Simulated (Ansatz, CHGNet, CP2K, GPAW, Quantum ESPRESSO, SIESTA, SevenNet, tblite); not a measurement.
# Which run comes nearest? Glassy 76SiO2-24MgO (mol %) (94 atoms)

Density of this cell: 2.49 g/cm³. The cell holds 94 atoms: 26 Si, 8 Mg and 60 O. Cell: a = 10.793 Å, b = 10.793 Å, c = 10.793 Å, α = 90.0°, β = 90.0°, γ = 90.0°. 94 atoms (26 Si, 8 Mg, 60 O) placed at random at 2.34 g/cm³, melted at 4000 K for 10 ps at fixed volume with the Morse and Coulomb pair potential with partial charges (Pedone, Malavasi, Menziani, Cormack and Segre, J. Phys. Chem. B 110, 11780 (2006)). Quenched from 4000 K to 300 K at 50 K/ps and fixed volume, held 10 ps at zero pressure. Then every atom was moved at random, 0.05 Å r.m.s. a Cartesian component.

Geometry: as built.

The reference, a calculation:

| Property | Result |
| --- | --- |
| method | Kohn-Sham DFT, PBE, SSSP efficiency 1.3.0 pseudopotentials, plane waves (Quantum ESPRESSO 7.5); sssp-pbe-1.3.0-efficiency, cutoffs 60/480 Ry, Γ point |
| r.m.s. force component | 2.817 eV/Å |
| longest force | 15.85 eV/Å |
| pressure | 5.792 GPa |
| gap (highest filled to lowest empty level) | 1.872 eV |
| time | 3.4 min on 4 MPI ranks of Arm Neoverse V1, shared host |
| CPU time | 13 min |

**Question.** The same geometry is run in other programs. How far does each lie from the reference, and what does it cost?
- CP2K PBE, DZVP-MOLOPT-SR, 1200/60 Ry, TRS4 filter 1e-07, SCF 1e-07 (CP2K 2026.2; 4 MPI ranks)
- CP2K PBE, DZVP-MOLOPT-SR, 1200/60 Ry, OT DIIS (CP2K 2026.2; 4 MPI ranks)
- tblite GFN1-xTB (tblite 0.8.0; 1 thread)
- GPAW PBE, LCAO dzp, h 0.18 Å (GPAW 26.7.0; 1 thread)
- SevenNet l3i5 potential (SevenNet l3i5; 1 thread)
- SIESTA PBE, DZP, shift 0.01 Ry, mesh 500 Ry (SIESTA 5.4.2; 2 MPI ranks)
- SIESTA PBE, SZ, shift 0.02 Ry, mesh 500 Ry (SIESTA 5.4.2; 1 thread)
- GPAW PBE, LCAO szp(dzp), h 0.18 Å (GPAW 26.7.0; 1 thread)
- CHGNet r2SCAN potential (CHGNet r2SCAN; 1 thread)
- SIESTA PBE, DZ, shift 0.01 Ry, mesh 500 Ry (SIESTA 5.4.2; 2 MPI ranks)

Differences are against the plane-wave reference, forces as r.m.s. over components; share is that over the reference's r.m.s. force, slope the least-squares factor from reference forces to these. Total energies of different programs have different zeros and aren't compared.

| run | Δ force, r.m.s. (meV/Å) | share (%) | slope | Δ pressure (GPa) | Δ gap (eV) | cores | CPU time | memory (GiB) |
| --- | --- | --- | --- | --- | --- | --- | --- | --- |
| reference | - | - | - | - | - | 4 | 13 min | 4.2 |
| CP2K PBE, DZVP-MOLOPT-SR, 1200/60 Ry, TRS4 filter 1e-07, SCF 1e-07 | 213 | 7.57 | 0.977 | 0.145 | - | 4 | 6.2 min | 6.0 |
| CP2K PBE, DZVP-MOLOPT-SR, 1200/60 Ry, OT DIIS | 217 | 7.70 | 0.978 | 0.159 | -0.216 | 4 | 15 min | 5.9 |
| tblite GFN1-xTB | 651 | 23.1 | 0.890 | 4.35 | - | 1 | 5.4 s | 0.13 |
| GPAW PBE, LCAO dzp, h 0.18 Å | 352 | 12.5 | 1.072 | - | -0.177 | 1 | 3.4 min | 1.7 |
| SevenNet l3i5 potential | 126 | 4.46 | 0.973 | -0.290 | - | 1 | 11 s | 1.6 |
| SIESTA PBE, DZP, shift 0.01 Ry, mesh 500 Ry | 203 | 7.22 | 1.026 | 2.02 | -0.201 | 2 | 5.3 min | 2.1 |
| SIESTA PBE, SZ, shift 0.02 Ry, mesh 500 Ry (coarse) | 1014 | 36.0 | 1.233 | 9.57 | - | 1 | 2.6 min | 0.82 |
| GPAW PBE, LCAO szp(dzp), h 0.18 Å (coarse) | 375 | 13.3 | 1.065 | - | -0.490 | 1 | 2.3 min | 1.6 |
| CHGNet r2SCAN potential | 345 | 12.2 | 0.920 | -4.51 | - | 1 | 4.1 s | 1.2 |
| SIESTA PBE, DZ, shift 0.01 Ry, mesh 500 Ry (coarse) | 957 | 34.0 | 1.182 | 12.9 | -0.850 | 2 | 2.5 min | 1.4 |

Rows marked coarse were listed beforehand as settings not expected to be converged; some can still land near the reference.

Times of the machine-learned potentials are mostly Python's start and the loading of weights.

CPU time is summed over cores on a shared host, where runs went side by side, so it is rough. Symmetry, cutoffs, thresholds, outputs and thread counts weren't matched or tuned between programs; memory under MPI is the largest rank's times the ranks.

The PBE runs in local orbitals, coarse settings apart, differ by 7.2 % (SIESTA PBE, DZP, shift 0.01 Ry, mesh 500 Ry) to 13 % (GPAW PBE, LCAO dzp, h 0.18 Å); basis, grid and potentials can all enter. Tight binding differs by 23 % (tblite GFN1-xTB); it is another model, with fitted parameters of its own, and the xTB methods hold dispersion. Machine-learned potentials differ by 4.5 % (SevenNet l3i5 potential) to 12 % (CHGNet r2SCAN potential); they were trained on other programs' data, some at another functional. Runs with settings chosen to be coarse differ by 13 % (GPAW PBE, LCAO szp(dzp), h 0.18 Å) to 36 % (SIESTA PBE, SZ, shift 0.02 Ry, mesh 500 Ry), their programs' other errors included. Periodic xTB results under one method name differ between programs and library versions. Forces of 2.8 eV/Å r.m.s. are well above thermal ones: they come largely from the bond lengths of the classical model and from the random displacements, and they dominate the comparison. Machine-learned potentials mimic data converged in k, so the reference's own k-point error enters their differences. The network of bonds at the start is that of the classical potential that made the cell, and needn't be the one that DFT or experiment would give. The electronic-structure runs sample only Γ, in a cell whose shortest periodic width is 11 Å.

[Hosts, paths, dates, database ids (printed as entryN), source tags and the programs' standing remarks are cut or masked in the printed files.]
